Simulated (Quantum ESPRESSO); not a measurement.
## The states of the two spins in Cr (Chromium)

Aim: the densities of states of Cr (Chromium) in the lowest state of several starts.

Method: PBE; plane waves with GBRV 1.5 PBE potentials, no spin-orbit coupling, in Quantum ESPRESSO 7.5.

## Step 1: The structure

It takes space group Im-3m (No. 229, cubic). The conventional cell has a = 2.884 Å, b = 2.884 Å, c = 2.884 Å, α = 90.00°, β = 90.00°, γ = 90.00°. Cr has 8 Cr at 2.50 Å nearest.

The cell comes from the Crystallography Open Database.

## Step 2: Ground-state run

This state came out lowest in a comparison of starts that is told elsewhere.

Input file pw.in:

```
&CONTROL
  calculation = 'scf'
  prefix = 'pwscf'
  outdir = './tmp'
  pseudo_dir = './pseudo'
  disk_io = 'low'
  tprnfor = .true.
  tstress = .true.
/
&SYSTEM
  ibrav = 0
  celldm(1) = 8
  nat = 2
  ntyp = 2
  ecutwfc = 40
  ecutrho = 280
  nbnd = 25
  occupations = 'smearing'
  smearing = 'fd'
  degauss = 0.00734986
  nspin = 2
  starting_magnetization(1) = 0.1786
  starting_magnetization(2) = -0.1786
/
&ELECTRONS
  conv_thr = 4d-09
  electron_maxstep = 150
  mixing_beta = 0.3
/
ATOMIC_SPECIES
Cr1    51.9961 cr_pbe_v1.5.uspp.F.UPF
Cr2    51.9961 cr_pbe_v1.5.uspp.F.UPF
CELL_PARAMETERS alat
  -0.6812226463510    0.6812226463510    0.6812226463510
   0.0000000000000    0.0000000000000    0.6812226463510
   0.0000000000000    0.6812226463510    0.0000000000000
ATOMIC_POSITIONS crystal
Cr1     0.0000000000    0.0000000000    0.0000000000
Cr2     0.5000000000    0.0000000000    0.0000000000
K_POINTS automatic
7 14 14 0 0 0
```

On the command line:

```console
$ OMP_NUM_THREADS=1 mpirun -n 2 pw.x -nk 2 -in pw.in > pw.out
```

What it wrote:

```text
Program PWSCF v.7.5 starts

     Message from routine setup:
     using ibrav=0 with symmetry is DISCOURAGED, use correct ibrav instead

     K-points division:     npool     =       2
     Subspace diagonalization in iterative solution of the eigenvalue problem:

     bravais-lattice index     =            0
     lattice parameter (alat)  =       8.0000  a.u.
     unit-cell volume          =     161.8591 (a.u.)^3
     number of atoms/cell      =            2
     number of atomic types    =            2
     number of electrons       =        28.00
     number of Kohn-Sham states=           25
     kinetic-energy cutoff     =      40.0000  Ry
     charge density cutoff     =     280.0000  Ry
     scf convergence threshold =      4.0E-09
     mixing beta               =       0.3000
     number of iterations used =            8  plain     mixing
     Exchange-correlation=  SLA  PW   PBX  PBC
                           (   1   4   3   4   0   0   0)

     celldm(1)=   8.000000  celldm(2)=   0.000000  celldm(3)=   0.000000
     celldm(4)=   0.000000  celldm(5)=   0.000000  celldm(6)=   0.000000

     crystal axes: (cart. coord. in units of alat)
               a(1) = (  -0.681223   0.681223   0.681223 )
               a(2) = (   0.000000   0.000000   0.681223 )
               a(3) = (   0.000000   0.681223   0.000000 )

     reciprocal axes: (cart. coord. in units 2 pi/alat)
               b(1) = ( -1.467949  0.000000  0.000000 )
               b(2) = (  1.467949 -0.000000  1.467949 )
               b(3) = (  1.467949  1.467949 -0.000000 )

     PseudoPot. # 1 for Cr read from file:
     cr_pbe_v1.5.uspp.F.UPF
     Pseudo is Ultrasoft + core correction, Zval = 14.0

     PseudoPot. # 2 for Cr read from file:
     cr_pbe_v1.5.uspp.F.UPF
     Pseudo is Ultrasoft + core correction, Zval = 14.0

     atomic species   valence    mass     pseudopotential
     Cr1              14.00    51.99610     Cr( 1.00)
     Cr2              14.00    51.99610     Cr( 1.00)

     Starting magnetic structure
     atomic species   magnetization
     Cr1             0.179
     Cr2            -0.179

     48 Sym. Ops., with inversion, found

   Cartesian axes

     site n.     atom                  positions (alat units)
         1        Cr1    tau(   1) = (   0.0000000   0.0000000   0.0000000  )
         2        Cr2    tau(   2) = (  -0.3406113   0.3406113   0.3406113  )

     number of k points=    60  Fermi-Dirac smearing, width (Ry)=  0.0073
                       cart. coord. in units 2pi/alat
        k(    1) = (   0.0000000   0.0000000   0.0000000), wk =   0.0007289
        k(    2) = (   0.1048535   0.1048535   0.0000000), wk =   0.0087464
        k(    3) = (   0.2097070   0.2097070   0.0000000), wk =   0.0087464
        k(    4) = (   0.3145605   0.3145605   0.0000000), wk =   0.0087464
        k(    5) = (   0.4194140   0.4194140   0.0000000), wk =   0.0087464
        [... 55 further k-points ...]

     Dense  grid:    12893 G-vectors     FFT dimensions: (  54,  30,  30)

     Smooth grid:     5497 G-vectors     FFT dimensions: (  40,  24,  24)

     Check: negative core charge=   -0.000011
     Generating pointlists ...
     new r_m :   0.2434 (alat units)  1.9469 (a.u.) for type    1
     new r_m :   0.2434 (alat units)  1.9469 (a.u.) for type    2

     Initial potential from superposition of free atoms

     starting charge      26.0000, renormalised to      28.0000

     negative rho (up, down):  1.143E-03 1.143E-03
     Starting wfcs are   20 randomized atomic wfcs +    5 random wfcs

     Self-consistent Calculation

     iteration #  1     ecut=    40.00 Ry     beta= 0.30
     Davidson diagonalization with overlap
     ethr =  1.00E-02,  avg # of iterations =  5.3

     negative rho (up, down):  1.374E-03 1.374E-03

     total energy              =    -350.50289635 Ry
     estimated scf accuracy    <       4.19690039 Ry

     total magnetization       =    -0.00 Bohr mag/cell
     absolute magnetization    =     1.97 Bohr mag/cell

     iteration #  2     ecut=    40.00 Ry     beta= 0.30
     Davidson diagonalization with overlap
     ethr =  1.00E-02,  avg # of iterations =  2.0

     negative rho (up, down):  1.354E-03 1.354E-03

     total energy              =    -350.93560933 Ry
     estimated scf accuracy    <       0.17842731 Ry

     total magnetization       =     0.00 Bohr mag/cell
     absolute magnetization    =     3.10 Bohr mag/cell

     [... further iterations left out ...]

     iteration # 13     ecut=    40.00 Ry     beta= 0.30
     Davidson diagonalization with overlap
     ethr =  2.53E-10,  avg # of iterations =  2.3

     negative rho (up, down):  1.179E-03 1.179E-03

     total energy              =    -350.98989068 Ry
     estimated scf accuracy    <       0.00000005 Ry

     total magnetization       =    -0.00 Bohr mag/cell
     absolute magnetization    =     2.56 Bohr mag/cell

     iteration # 14     ecut=    40.00 Ry     beta= 0.30
     Davidson diagonalization with overlap
     ethr =  1.96E-10,  avg # of iterations =  2.0

     negative rho (up, down):  1.179E-03 1.179E-03

     Magnetic moment per site  (integrated on atomic sphere of radius R)
     atom   1 (R=0.243)  charge= 12.2559  magn=  1.1904
     atom   2 (R=0.243)  charge= 12.2559  magn= -1.1904

     End of self-consistent calculation

     Number of k-points >= 100: set verbosity='high' to print the bands.

     the Fermi energy is    18.6528 ev

!    total energy              =    -350.98989137 Ry
     estimated scf accuracy    <          2.9E-09 Ry
     smearing contrib. (-TS)   =      -0.00182951 Ry
     internal energy E=F+TS    =    -350.98806186 Ry

     The total energy is F=E-TS. E is the sum of the following terms:
     one-electron contribution =    -119.34078058 Ry
     hartree contribution      =      75.02123311 Ry
     xc contribution           =     -44.90029517 Ry
     ewald contribution        =    -261.76821922 Ry

     total magnetization       =     0.00 Bohr mag/cell
     absolute magnetization    =     2.55 Bohr mag/cell

     convergence has been achieved in  14 iterations

     negative rho (up, down):  1.179E-03 1.179E-03

     Forces acting on atoms (cartesian axes, Ry/au):

     atom    1 type  1   force =     0.00000000    0.00000000    0.00000000
     atom    2 type  2   force =    -0.00000000    0.00000000    0.00000000

     Total force =     0.000000     Total SCF correction =     0.000000

     Computing stress (Cartesian axis) and pressure

     negative rho (up, down):  1.179E-03 1.179E-03
          total   stress  (Ry/bohr**3)                   (kbar)     P=      -27.32
  -0.00018571   0.00000000   0.00000000          -27.32        0.00        0.00
  -0.00000000  -0.00018571  -0.00000000           -0.00      -27.32       -0.00
   0.00000000  -0.00000000  -0.00018571            0.00       -0.00      -27.32

=------------------------------------------------------------------------------=
   JOB DONE.
=------------------------------------------------------------------------------=
```

It took 17 s on 2 MPI ranks of Intel Xeon 6975P-C (Granite Rapids), shared host; peak memory 0.2 GiB.

Spin moment in the atom's sphere by atom:

```csv
atom,spin moment in the atom's sphere (μB)
Cr1,1.19
Cr2,-1.19
```

Numbers from this step:

```yaml
smearing_term_ts: 0.02489 eV
pressure: -2.732 GPa
magnetization: 0 μB
absolute_magnetization: 2.553 μB
final_state: antiferromagnetic
```

## Step 3: Post-processing

Input file projwfc.in:

```
&PROJWFC
  prefix = 'pwscf'
  outdir = './tmp'
  filpdos = 'pdos'
  ngauss = 0
  degauss = 0.01
  DeltaE = 0.05
  Emin = 9.65
  Emax = 23.65
/
```

On the command line:

```console
$ OMP_NUM_THREADS=1 mpirun -n 2 projwfc.x -nk 2 -in projwfc.in > projwfc.out
```

What it wrote:

```text
[banner, memory and clock lines left out]
Program PROJWFC v.7.5 starts

     [... lines left out ...]
     IMPORTANT: XC functional enforced from input :
     Exchange-correlation= PBE
                           (   1   4   3   4   0   0   0)
     Any further DFT definition will be discarded
     Please, verify this is what you really want

     G-vector sticks info

     Check: negative core charge=   -0.000011

     negative rho (up, down):  1.179E-03 1.179E-03

     Gaussian broadening (read from input): ngauss,degauss=   0    0.010000

     Calling projwave ....

  Problem Sizes
  natomwfc =           20
  nbnd     =           25
  nkstot   =          120
  npwx     =          739
  nkb      =           36

     Atomic states used for projection
     (read from pseudopotential files):

     state #   1: atom   1 (Cr1), wfc  1 (l=0 m= 1)
     state #   2: atom   1 (Cr1), wfc  2 (l=1 m= 1)
     state #   3: atom   1 (Cr1), wfc  2 (l=1 m= 2)
     state #   4: atom   1 (Cr1), wfc  2 (l=1 m= 3)
     state #   5: atom   1 (Cr1), wfc  3 (l=0 m= 1)
     state #   6: atom   1 (Cr1), wfc  4 (l=2 m= 1)
     state #   7: atom   1 (Cr1), wfc  4 (l=2 m= 2)
     state #   8: atom   1 (Cr1), wfc  4 (l=2 m= 3)
     state #   9: atom   1 (Cr1), wfc  4 (l=2 m= 4)
     state #  10: atom   1 (Cr1), wfc  4 (l=2 m= 5)
     state #  11: atom   2 (Cr2), wfc  1 (l=0 m= 1)
     state #  12: atom   2 (Cr2), wfc  2 (l=1 m= 1)
     state #  13: atom   2 (Cr2), wfc  2 (l=1 m= 2)
     state #  14: atom   2 (Cr2), wfc  2 (l=1 m= 3)
     state #  15: atom   2 (Cr2), wfc  3 (l=0 m= 1)
     state #  16: atom   2 (Cr2), wfc  4 (l=2 m= 1)
     state #  17: atom   2 (Cr2), wfc  4 (l=2 m= 2)
     state #  18: atom   2 (Cr2), wfc  4 (l=2 m= 3)
     state #  19: atom   2 (Cr2), wfc  4 (l=2 m= 4)
     state #  20: atom   2 (Cr2), wfc  4 (l=2 m= 5)

 [... projections of the bands left out ...]

Lowdin Charges:

     Atom #   1: total charge =  13.7108, s =  2.9595, p =  5.9937, d =  4.7576,
                 spin up      =   7.5363, s =  1.4878,
                 spin up      =   7.5363, p =  2.9965, pz=  0.9988, px=  0.9988, py=  0.9988,
                 spin up      =   7.5363, d =  3.0519, dz2=  0.4716, dxz=  0.7029, dyz=  0.7029, dx2-y2=  0.4716, dxy=  0.7029,
                 spin down    =   6.1745, s =  1.4717,
                 spin down    =   6.1745, p =  2.9971, pz=  0.9990, px=  0.9990, py=  0.9990,
                 spin down    =   6.1745, d =  1.7057, dz2=  0.2914, dxz=  0.3743, dyz=  0.3743, dx2-y2=  0.2914, dxy=  0.3743,
                 polarization =   1.3618, s =  0.0161, p = -0.0006, d =  1.3463,
     Atom #   2: total charge =  13.7107, s =  2.9595, p =  5.9937, d =  4.7575,
                 spin up      =   6.1745, s =  1.4717,
                 spin up      =   6.1745, p =  2.9971, pz=  0.9990, px=  0.9990, py=  0.9990,
                 spin up      =   6.1745, d =  1.7056, dz2=  0.2914, dxz=  0.3743, dyz=  0.3743, dx2-y2=  0.2914, dxy=  0.3743,
                 spin down    =   7.5363, s =  1.4878,
                 spin down    =   7.5363, p =  2.9965, pz=  0.9988, px=  0.9988, py=  0.9988,
                 spin down    =   7.5363, d =  3.0519, dz2=  0.4716, dxz=  0.7029, dyz=  0.7029, dx2-y2=  0.4716, dxy=  0.7029,
                 polarization =  -1.3618, s = -0.0161, p =  0.0006, d = -1.3463,
     Spilling Parameter:   0.0207
```

Run time: 1.5 s. Hardware: 2 MPI ranks; peak memory 0.06 GiB.

The density of states has structure finer than the step of the table below, so its rows give means over 0.5 eV, whole bins alone (the curve runs from -9.00 to 5.05 eV). Peaks (eV: height): up -2.25: 2.09, -1.30: 2.4, 1.10: 3.39, 2.10: 2.49; down -2.25: 2.09, -1.30: 2.4, 1.10: 3.39, 2.10: 2.49; Cr1 d up -3.30: 0.794, -2.30: 1.33, -1.35: 1.28, 1.10: 1.71; Cr1 d down -3.35: 0.506, -1.30: 0.817, 1.45: 1.66, 2.10: 1.82; Cr2 d up -3.35: 0.506, -1.30: 0.817, 1.45: 1.66, 2.10: 1.82.

Gaussian broadening of 0.136 eV on the SCF mesh. The density of states by energy, zero at the Fermi level; means over each step; values in states/eV/cell:

```csv
energy (eV),up,down,Cr1 d up,Cr1 d down,Cr2 d up,Cr2 d down
-8.5,0,0,0,0,0,0
-8.0,9.4e-4,9.4e-4,0,0,0,0
-7.5,0.0275,0.0275,5.6e-6,0,0,5.6e-6
-7.0,0.0630,0.0630,1.7e-4,1.2e-4,1.2e-4,1.7e-4
-6.5,0.0926,0.0926,8.3e-4,6.2e-4,6.2e-4,8.3e-4
-6.0,0.102,0.102,0.00207,0.00140,0.00140,0.00207
-5.5,0.161,0.161,0.00661,0.00454,0.00454,0.00661
-5.0,0.154,0.154,0.0121,0.00805,0.00805,0.0121
-4.5,0.381,0.381,0.0708,0.0425,0.0425,0.0708
-4.0,0.864,0.864,0.327,0.204,0.204,0.327
-3.5,1.32,1.32,0.604,0.382,0.382,0.604
-3.0,1.04,1.04,0.527,0.330,0.330,0.527
-2.5,1.36,1.36,0.875,0.384,0.384,0.875
-2.0,1.88,1.88,1.13,0.626,0.626,1.13
-1.5,2.02,2.02,1.10,0.694,0.694,1.10
-1.0,1.64,1.64,0.912,0.505,0.505,0.912
-0.5,0.705,0.705,0.414,0.162,0.162,0.414
0.0,0.338,0.338,0.178,0.108,0.108,0.178
0.5,0.910,0.910,0.269,0.586,0.586,0.269
1.0,2.86,2.86,1.22,1.56,1.56,1.22
1.5,2.36,2.36,0.967,1.31,1.31,0.968
2.0,1.85,1.85,0.452,1.30,1.30,0.452
2.5,0.972,0.972,0.293,0.635,0.635,0.293
3.0,0.541,0.541,0.142,0.290,0.290,0.142
3.5,0.254,0.254,0.0417,0.115,0.115,0.0417
4.0,0.375,0.375,0.0711,0.134,0.134,0.0711
4.5,0.303,0.303,0.0507,0.0904,0.0904,0.0507
```

## Step 4: Results

| Quantity | Value |
| --- | --- |
| state | antiferromagnetic |
| largest moment in a sphere | 1.19 μB |

The most distinct maxima of the density of states (up) lie at -3.30, -2.25, -1.30, 1.10 and 2.10 eV, the highest at 1.10 eV. These are Kohn–Sham states without spin–orbit coupling, on the mesh of the self-consistent run. The moments are opposed on like sites, so the totals of the two spins are equal and the projections on single atoms show the splitting. Energies are free energies at an electronic temperature of 1160 K, which lowers moments and differences where the moments are itinerant.

[Logs and program files are shortened in this print: banners, set-up blocks, solver, clock and traceback lines can be left out without a mark of their own.]

[Logs are printed without paths, hosts, clocks, repeated set-up lines and the standing remarks that a program may print on its own settings, such as how far it seeks lower states.]

[Hosts, paths, dates, database ids (printed as entryN), source tags and the programs' standing remarks are cut or masked in the printed files.]

[Where a cell is said to come from a database of computed structures, the database is the Materials Project.]
